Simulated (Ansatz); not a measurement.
# HfCdS3 in R-3c, a phase reached by a soft mode: a soft mode frozen in, part 2 of 3

Which phase does HfCdS3 in R-3c, a phase reached by a soft mode fall into along its unstable mode, and how much energy does it gain?

Ansatz 0.2.0; DFT PBEsol, scalar-relativistic, plane waves, PAW; PAW set soft_1.

So far. Step 2 (Linear response at the zone centre): Before it was imposed, the acoustic sum rule was missed by 2.2e-5 eV/Å² and the charge sum rule by 0.019 e. Small misses are needed for a sound result but don't prove that mesh and cutoff are converged. The lowest optical mode is imaginary, 46.0i cm⁻¹, so the energy falls along it. Step 3 (The mode frozen in, largest atomic shift 0 Å): At this level the gap is 1.08 eV on the k-mesh of the self-consistent run, which can miss the band edges.

The structure was built from a prototype and need not be the compound's stable phase.

**4. The mode frozen in, largest atomic shift 0.45 Å**

The atoms are moved along the unstable eigenvector, the largest shift by 0.45 Å, with the cell fixed.

Input file input.yaml:

```yaml
crystal:
  lattice:
    - [3.2899627313, 1.8994608685, 5.7388998122]
    - [-3.2899627313, 1.8994608685, 5.7388998122]
    - [0.0, -3.7989217371, 5.7388998122]
  atoms:
    - { symbol: Cd, position: [0.7761374139, 0.7761374139, 0.7761374139] }
    - { symbol: Cd, position: [0.2761374139, 0.2761374139, 0.2761374139] }
    - { symbol: Hf, position: [0.4924405063, 0.4924405063, 0.4924405063] }
    - { symbol: Hf, position: [-0.0075594937, -0.0075594937, -0.0075594937] }
    - { symbol: S, position: [0.3653247154, 0.7186372169, 0.1164763876] }
    - { symbol: S, position: [0.6164763876, 0.2186372169, 0.8653247154] }
    - { symbol: S, position: [0.1164763876, 0.3653247154, 0.7186372169] }
    - { symbol: S, position: [0.8653247154, 0.6164763876, 0.2186372169] }
    - { symbol: S, position: [0.7186372169, 0.1164763876, 0.3653247154] }
    - { symbol: S, position: [0.2186372169, 0.8653247154, 0.6164763876] }
kpoints:
  mp_grid: { grid: [6, 6, 6] }
hamiltonian:
  xc: pbesol
  pseudopotentials: { kind: paw, azcp: { folder: soft_1 }, xc_functional: pbe }
scf:
  occupations: { method: gaussian, width: 0.02 }
output:
  forces: true
  stress: true
  eigenvalues: true
```

Launch:

```bash
> ansatz run input.yaml --threads 4 --pin off --max-ram 16384MiB --backend cpu --events-out ev --progress --plain --runs-dir out
```

Numbers of over 12 decimals in the logs are rounded to 6 here.

Log:

```text
[...]
Crystal: 10 atoms, lattice volume = 215.180 Å³
Basis set: ecut = 420 eV, 4177 PW (Γ), exchange–correlation on 96×96×96 points (8 copies of the dense FFT grid, shifted against one another)
Bands: 77, of which v1, the nominal top of the filled ones, is band 64 counted from 1 (63 counted from 0)
Symmetry: 6 space group operations
[...]
k-points: 32 of 216 (time reversal used)
[...]
k-point 0: bands = [... 60 lower, 8.3639, 8.7704, 8.7867, 8.7867, 10.4761, 10.4917, 10.4917, 11.6523, ... 6 higher]
  k-point 1: bands = [... 60 lower, 8.3546, 8.5607, 8.5909, 8.6908, 10.5397, 10.6583, 10.7696, 11.6878, ... 6 higher]
  k-point 2: bands = [... 60 lower, 8.2199, 8.3277, 8.4617, 8.5714, 10.6734, 10.8368, 11.1060, 11.4252, ... 6 higher]
  k-point 31: bands = [... 60 lower, 8.3653, 8.3653, 8.3653, 8.3653, 10.8921, 10.8921, 11.9156, 11.9156, ... 6 higher]
[key lines of the parts left out:]
SCF converged after 10 iterations
Free energy (F): -52886.132511 eV
Fermi energy:    9.517256 eV
P = ⅓ Tr σ = -0.7418 GPa (-7.418 kbar)
```

Run time: 12 s. Hardware: 4 threads of Arm Neoverse V2, shared host; peak memory 0.84 GiB.

Numbers from this step:

```
pressure                         : -0.7418 GPa
gap on the k-mesh                : 1.461 eV
energy from the undistorted cell : -15.85 meV/atom
```

The energy, extrapolated to zero smearing, is -15.85 meV/atom against the undistorted cell.

The run ends at a pressure of -0.74 GPa, with forces up to 0.23 eV/Å.

**5. Energy along the mode, all amplitudes (two of the runs are shown above)**

An imaginary frequency means negative curvature, so the energy should fall and then rise again as anharmonic terms take over.

This step gave:

* depth at the lowest point sampled: 15.85 meV/atom
* largest atomic shift at that point: 0.45 Å

Energy from the parent against largest atomic shift:

```
largest atomic shift (Å)  energy from the parent (meV/atom)
                   0.000                                  0
                   0.040                              -0.21
                   0.080                             -0.834
                   0.140                              -2.51
                   0.220                              -5.90
                   0.320                              -11.1
                   0.450                              -15.8
                   0.600                              -5.94
```

Displacement at unit largest shift by atom:

```
atom  x (Å)  y (Å)  z (Å)  size
 Cd1   0.00   0.00   1.00  1.00
 Cd2   0.00   0.00   1.00  1.00
 Hf3   0.00   0.00  -0.29  0.29
 Hf4   0.00   0.00  -0.29  0.29
  S5   0.16  -0.09  -0.63  0.66
  S6   0.16  -0.09  -0.63  0.66
  S7   0.00   0.19  -0.63  0.66
  S8   0.00   0.19  -0.63  0.66
  S9  -0.16  -0.09  -0.63  0.66
 S10  -0.16  -0.09  -0.63  0.66
```

The lowest of the steps tried is at 0.45 Å, 15.8 meV/atom below the parent; the bottom of the well need not coincide with a step.

**6. Relaxation from the frozen mode**

Starting from the lowest point found, all atoms and the cell are let go, so that strain and other modes of the same symmetry can join in.

Edit input.yaml of step 4 so:

```diff
@@ -22,3 +22,3 @@
 scf:
-  occupations: { method: gaussian, width: 0.02 }
+  occupations: { method: fixed }
 output:
@@ -27 +27,6 @@
   eigenvalues: true
+relax:
+  adjacent_minimum: "off"
+  f_tol: 0.002
+  max_steps: 120
+  cell: { stress_tol: 0.03 }
```

Log:

```text
[...]
Crystal: 10 atoms, lattice volume = 215.180 Å³
Basis set: ecut = 420 eV, 4177 PW (Γ), exchange–correlation on 96×96×96 points (8 copies of the dense FFT grid, shifted against one another)
Bands: 77, of which v1, the nominal top of the filled ones, is band 64 counted from 1 (63 counted from 0)
Symmetry: 6 space group operations
[...]
k-points: 32 of 216 (time reversal used)
[...]
SCF iter   1: F=—  HF=-52888.486296 eV  |F-HF|=—  |Δ(HF+E_count)|=         —  Δρ=4.69e-2  dr2=9.15e0  ethr=3.10e-3  ⟨swp⟩=4.8  Hψ=7936  notcnv=0  defer=347
[...]
SCF iter  10: F=-52886.132511 eV  HF=-52886.132511 eV  |F-HF|=2.42e-8  |Δ(HF+E_count)|=   2.05e-7  Δρ=4.48e-6  dr2=5.26e-8  ethr=7.81e-11  ⟨swp⟩=13.1  Hψ=16085  notcnv=0
SCF 1 converged in 10 iterations: F = -52886.132511 eV  dr2 = 5.26e-8
[...]
relax step   1: F+E_penalty+E_count = -52886.13251062 eV  Δ(F+E_penalty+E_count) = +0.000e0 eV  max|allowed force component| = 2.329e-1 eV/Å  Δτ_max = 0.0000 Å  P = -0.742 GPa  Ω = 215.180 Å³  (10 SCF iters, dr2 threshold 1.00e-7 eV, accepted)
Crystal: 10 atoms, lattice volume = 212.800 Å³
Basis set: ecut = 420 eV, 4153 PW (Γ), exchange–correlation on 96×96×96 points (8 copies of the dense FFT grid, shifted against one another)
[...]
iter 1 solved again at ethr=5.22e-5 eV; its pass at ethr=3.10e-3 eV (dr2=6.68e-2 eV) is discarded
[...]
SCF iter   7: F=-52886.192713 eV  HF=-52886.192713 eV  |F-HF|=1.23e-7  |Δ(HF+E_count)|=   2.17e-7  Δρ=8.44e-6  dr2=1.87e-7  ethr=7.81e-10  ⟨swp⟩=14.0  Hψ=14376  notcnv=0
SCF 2 converged in 7 iterations: F = -52886.192713 eV  dr2 = 1.87e-7
relax step   2: F+E_penalty+E_count = -52886.19271348 eV  Δ(F+E_penalty+E_count) = -6.020e-2 eV  max|allowed force component| = 1.784e-1 eV/Å  Δτ_max = 0.0919 Å  P = +0.058 GPa  Ω = 212.800 Å³  energy of the carried Pulay correction = +5.210e-4 eV  (7 SCF iters, dr2 threshold 1.00e-6 eV, accepted)
Crystal: 10 atoms, lattice volume = 212.867 Å³
[...]
SCF iter   5: F=-52886.201295 eV  HF=-52886.201296 eV  |F-HF|=8.07e-7  |Δ(HF+E_count)|=   7.12e-8  Δρ=1.46e-5  dr2=5.54e-7  ethr=7.81e-10  ⟨swp⟩=13.3  Hψ=15937  notcnv=0
SCF 3 converged in 5 iterations: F = -52886.201295 eV  dr2 = 5.54e-7
relax step   3: F+E_penalty+E_count = -52886.20129538 eV  Δ(F+E_penalty+E_count) = -8.582e-3 eV  max|allowed force component| = 1.161e-1 eV/Å  Δτ_max = 0.0127 Å  P = +0.158 GPa  Ω = 212.867 Å³  energy of the carried Pulay correction = +5.062e-4 eV  (5 SCF iters, dr2 threshold 1.00e-6 eV, accepted)
[...]
relax step   4: F+E_penalty+E_count = -52886.20541460 eV  Δ(F+E_penalty+E_count) = -4.119e-3 eV  max|allowed force component| = 8.441e-2 eV/Å  Δτ_max = 0.0201 Å  P = +0.110 GPa  Ω = 212.970 Å³  energy of the carried Pulay correction = +4.836e-4 eV  (5 SCF iters, dr2 threshold 8.43e-7 eV, accepted)
[...]
relax step   5: F+E_penalty+E_count = -52886.20937146 eV  Δ(F+E_penalty+E_count) = -3.957e-3 eV  max|allowed force component| = 2.352e-2 eV/Å  Δτ_max = 0.0392 Å  P = +0.092 GPa  Ω = 213.005 Å³  energy of the carried Pulay correction = +4.759e-4 eV  (6 SCF iters, dr2 threshold 4.45e-7 eV, accepted)
[...]
relax step   6: F+E_penalty+E_count = -52886.20966593 eV  Δ(F+E_penalty+E_count) = -2.945e-4 eV  max|allowed force component| = 2.433e-3 eV/Å  Δτ_max = 0.0034 Å  P = -0.003 GPa  Ω = 213.202 Å³  energy of the carried Pulay correction = +4.327e-4 eV  (6 SCF iters, dr2 threshold 4.52e-8 eV, accepted)
[...]
relax step   7: F+E_penalty+E_count = -52886.20966996 eV  Δ(F+E_penalty+E_count) = -4.031e-6 eV  max|allowed force component| = 6.556e-5 eV/Å  Δτ_max = 0.0004 Å  P = -0.001 GPa  Ω = 213.198 Å³  energy of the carried Pulay correction = +4.335e-4 eV  (6 SCF iters, dr2 threshold 3.70e-10 eV, accepted)
[...]
SCF iter   1: F=—  HF=-52886.209123 eV  |F-HF|=—  |Δ(HF+E_count)|=         —  Δρ=9.08e-5  dr2=4.66e-7  ethr=5.22e-7  ⟨swp⟩=4.3  Hψ=14962  notcnv=0  defer=349
eigensolver tolerance schedule: the retry pair's looser diagonalisation over-reported the residual by 1433.62 of it (diagonalisation noise at 0.32 of the residual, at the tolerance the schedule requests for it); recorded, not acted on — ethr = c·dr2/N_el stays at c = 1.0e-1
[...]
SCF iter   2: F=—  HF=-52886.209259 eV  |F-HF|=—  |Δ(HF+E_count)|=   1.36e-4  Δρ=4.61e-5  dr2=1.43e-7  ethr=3.64e-10  ⟨swp⟩=3.2  Hψ=6144  notcnv=0  defer=341
[...]
SCF iter   6: F=-52886.209286 eV  HF=-52886.209286 eV  |F-HF|=0.00e0  |Δ(HF+E_count)|=  1.02e-10  Δρ=6.15e-8  dr2=1.01e-11  ethr=1.00e-12  ⟨swp⟩=13.9  Hψ=13592  notcnv=0
SCF 8 converged in 6 iterations: F = -52886.209286 eV  dr2 = 1.01e-11
relax step   8: F+E_penalty+E_count = -52886.20928630 eV  Δ(F+E_penalty+E_count) = +3.837e-4 eV  max|allowed force component| = 8.440e-5 eV/Å  Δτ_max = 0.0000 Å  P = -0.002 GPa  Ω = 213.198 Å³  stress off target by 2.82e-3 GPa  SCF on the basis re-selected at this cell (its energy is not comparable with the rows above)  (6 SCF iters)
basis re-selected at this cell: Δ(F+E_penalty+E_count) = +3.837e-4 eV, ΔP = -0.001 GPa vs the last step (what re-selecting the basis moved, of the pressure what is left beyond the Pulay correction that the steps carried, after the strain that the cell walked since its last selection, with what the two solves' SCF thresholds leave and, on support functions, any second-order correction that the steps lacked; it is no m [...]
SCF converged after 6 iterations
Free energy (F): -52886.209286 eV
[...]
Internal energy: -52886.209286 eV  (E = F + TS)
E sigma→0 (E₀):  -52886.209286 eV
Fermi energy:    8.897146 eV
[...]
--- Forces (eV/Å), atoms counted from 1 ---
  atom   1  Cd    -0.00000000    -0.00000000     0.00008438
  atom   2  Cd     0.00000000    -0.00000000     0.00008438
  atom   3  Hf     0.00000000    -0.00000000     0.00002555
  atom   4  Hf     0.00000000    -0.00000000     0.00002555
  atom   5  S      0.00001465     0.00002281    -0.00003668
  atom   6  S     -0.00001243    -0.00002409    -0.00003668
  atom   7  S     -0.00002708     0.00000128    -0.00003668
  atom   8  S      0.00002708     0.00000128    -0.00003668
  atom   9  S      0.00001243    -0.00002409    -0.00003668
  atom  10  S     -0.00001465     0.00002281    -0.00003668
  max |Σ_I F_I| component: 2.22e-7 eV/Å
--- Stress (GPa, compression-positive) ---
       -0.002824       0.000000      -0.000000
        0.000000      -0.002824      -0.000000
       -0.000000      -0.000000       0.000425
  P = ⅓ Tr σ = -0.0017 GPa (-0.017 kbar)
--- Band table (eV; the first three rows and the last of 32) ---
  k-point 0: bands = [... 60 lower, 8.5238, 8.8674, 8.8674, 8.8971, 10.4230, 10.5117, 10.5117, 11.8442, ... 9 higher]
  k-point 1: bands = [... 60 lower, 8.5253, 8.6211, 8.6967, 8.8334, 10.6196, 10.7438, 10.7957, 11.8829, ... 9 higher]
  k-point 2: bands = [... 60 lower, 8.3605, 8.3791, 8.6190, 8.7245, 10.8404, 10.9878, 11.2622, 11.6885, ... 9 higher]
  k-point 31: bands = [... 60 lower, 8.5118, 8.5118, 8.5118, 8.5118, 11.0813, 11.0813, 12.0811, 12.0811, ... 9 higher]
--- Relaxed structure (7 steps of the walk, 7 accepted, 1 SCFs on fresh bases) ---
  F+E_penalty+E_count = -52886.20928630 eV   max|allowed force component| = 8.440e-5 eV/Å   (the final SCF, on the basis selected at the relaxed cell)
  cell:  # Å, volume = 213.1981 Å³
    - [3.256229, 1.879985, 5.804474]
    - [-3.256229, 1.879985, 5.804474]
    - [2.883049114403618e-18, -3.759969, 5.804474]
  atoms:
    - { symbol: Cd, position: [0.784529, 0.784529, 0.784529] }
    - { symbol: Cd, position: [0.284529, 0.284529, 0.284529] }
    - { symbol: Hf, position: [0.485591, 0.485591, 0.485591] }
    - { symbol: Hf, position: [-0.014409, -0.014409, -0.014409] }
    - { symbol: S, position: [0.366839, 0.726789, 0.105268] }
    - { symbol: S, position: [0.605268, 0.226789, 0.866839] }
    - { symbol: S, position: [0.105268, 0.366839, 0.726789] }
    - { symbol: S, position: [0.866839, 0.605268, 0.226789] }
    - { symbol: S, position: [0.726789, 0.105268, 0.366839] }
    - { symbol: S, position: [0.226789, 0.866839, 0.605268] }
```

It took 98 s on 4 threads; peak memory 0.91 GiB.

Step by step:

```
step  energy less that of the first step (eV)  largest force component (eV/Å)  pressure (GPa)  volume (Å³)
   1                                   0.0000                          0.2329           -0.74       215.18
   2                                  -0.0602                          0.1784            0.06       212.80
   3                                  -0.0688                          0.1161            0.16       212.87
   4                                  -0.0729                          0.0844            0.11       212.97
   5                                  -0.0769                          0.0235            0.09       213.00
   6                                  -0.0772                          0.0024            0.00       213.20
   7                                  -0.0772                          0.0001            0.00       213.20
  8*                                  -0.0768                          0.0001            0.00       213.20
```

Relaxation steps marked * repeat the geometry before them on a plane-wave basis chosen anew for their cell, so energy and pressure can jump there.

Forces are held to the 6 operations that the run works with; a distortion that breaks them can't arise in this run.

```
conventional cell, symmetrised  before   after  change
                         a (Å)   6.580   6.512  -1.0 %
                         b (Å)   6.580   6.512  -1.0 %
                         c (Å)  17.217  17.413  +1.1 %
              volume (Å³/atom)   21.52   21.32  -0.9 %
```

The atoms that moved most (Å, as changes of fractional coordinates times the final cell):

```
atom      dx      dy      dz  length
 Cd2   0.000   0.000   0.146   0.146
 Cd1   0.000   0.000   0.146   0.146
 Hf4   0.000   0.000  -0.119   0.119
 Hf3   0.000   0.000  -0.119   0.119
  S7  -0.041  -0.049  -0.009   0.065
 S10   0.022   0.060  -0.009   0.065
  S9   0.063  -0.011  -0.009   0.065
  S8   0.041  -0.049  -0.009   0.065
```

Numbers from this step:

```
pressure          : -0.001741 GPa
gap on the k-mesh : 1.497 eV
volume per atom   : 21.32 Å³
```

The distorted start has space group R3c; the relaxation ends in R3c.

**7. The new phase in its own primitive cell**

The relaxed structure is symmetrised, reduced to its primitive cell and relaxed tightly, as its phonons need.

Input file input.yaml:

```yaml
crystal:
  lattice:
    - [3.2562290528, 1.8799847202, 5.8044744892]
    - [-3.2562290528, 1.8799847202, 5.8044744892]
    - [0.0, -3.7599694403, 5.8044744892]
  atoms:
    - { symbol: Cd, position: [0.2154710812, 0.2154710812, 0.2154710812] }
    - { symbol: Cd, position: [0.7154710812, 0.7154710812, 0.7154710812] }
    - { symbol: Hf, position: [0.5144091285, 0.5144091285, 0.5144091285] }
    - { symbol: Hf, position: [0.0144091285, 0.0144091285, 0.0144091285] }
    - { symbol: S, position: [0.8947321088, 0.2732105772, 0.6331608642] }
    - { symbol: S, position: [0.1331608642, 0.7732105772, 0.3947321088] }
    - { symbol: S, position: [0.2732105772, 0.6331608642, 0.8947321088] }
    - { symbol: S, position: [0.7732105772, 0.3947321088, 0.1331608642] }
    - { symbol: S, position: [0.6331608642, 0.8947321088, 0.2732105772] }
    - { symbol: S, position: [0.3947321088, 0.1331608642, 0.7732105772] }
kpoints:
  mp_grid: { grid: [6, 6, 6] }
hamiltonian:
  xc: pbesol
  pseudopotentials: { kind: paw, azcp: { folder: soft_1 }, xc_functional: pbe }
scf:
  occupations: { method: fixed }
output:
  forces: true
  stress: true
  eigenvalues: true
relax:
  adjacent_minimum: "off"
  f_tol: 0.001
  max_steps: 60
  cell: { stress_tol: 0.01 }
```

Log:

```text
[...]
Crystal: 10 atoms, lattice volume = 213.198 Å³
Basis set: ecut = 420 eV, 4165 PW (Γ), exchange–correlation on 96×96×96 points (8 copies of the dense FFT grid, shifted against one another)
Bands: 77, of which v1, the nominal top of the filled ones, is band 64 counted from 1 (63 counted from 0)
Symmetry: 6 space group operations
[...]
k-points: 32 of 216 (time reversal used)
[...]
- { symbol: Hf, position: [0.014409, 0.014409, 0.014409] }
    - { symbol: S, position: [0.8947321088, 0.2732105772, 0.6331608642] }
    - { symbol: S, position: [0.133161, 0.7732105772, 0.394732] }
    - { symbol: S, position: [0.273211, 0.633161, 0.894732] }
    - { symbol: S, position: [0.7732105772, 0.3947321088, 0.133161] }
    - { symbol: S, position: [0.6331608642, 0.8947321088, 0.2732105772] }
    - { symbol: S, position: [0.3947321088, 0.1331608642, 0.7732105772] }
[key lines of the parts left out:]
SCF converged after 8 iterations
Free energy (F): -52886.209286 eV
Fermi energy:    8.897145 eV
P = ⅓ Tr σ = -0.0017 GPa (-0.017 kbar)
```

Wall time 30 s (4 threads); peak memory 0.88 GiB; 2 min of CPU time.

Little changed from the start: no atom moved by 0.005 Å and no cell edge by 0.1 %.

This step gave:

```
pressure           : -0.001738 GPa
direct gap on mesh : 1.526 eV
```

The largest force component left is 0.085 meV/Å and the pressure is -0.002 GPa, within the tolerances set. The cell now holds 21.32 Å³/atom.

[end of part 2 of 3]

[Logs are printed without paths, hosts, clocks, repeated set-up lines and the standing remarks that a program may print on its own settings, such as how far it seeks lower states.]

[Hosts, paths, dates, database ids (printed as entryN), source tags and the programs' standing remarks are cut or masked in the printed files.]
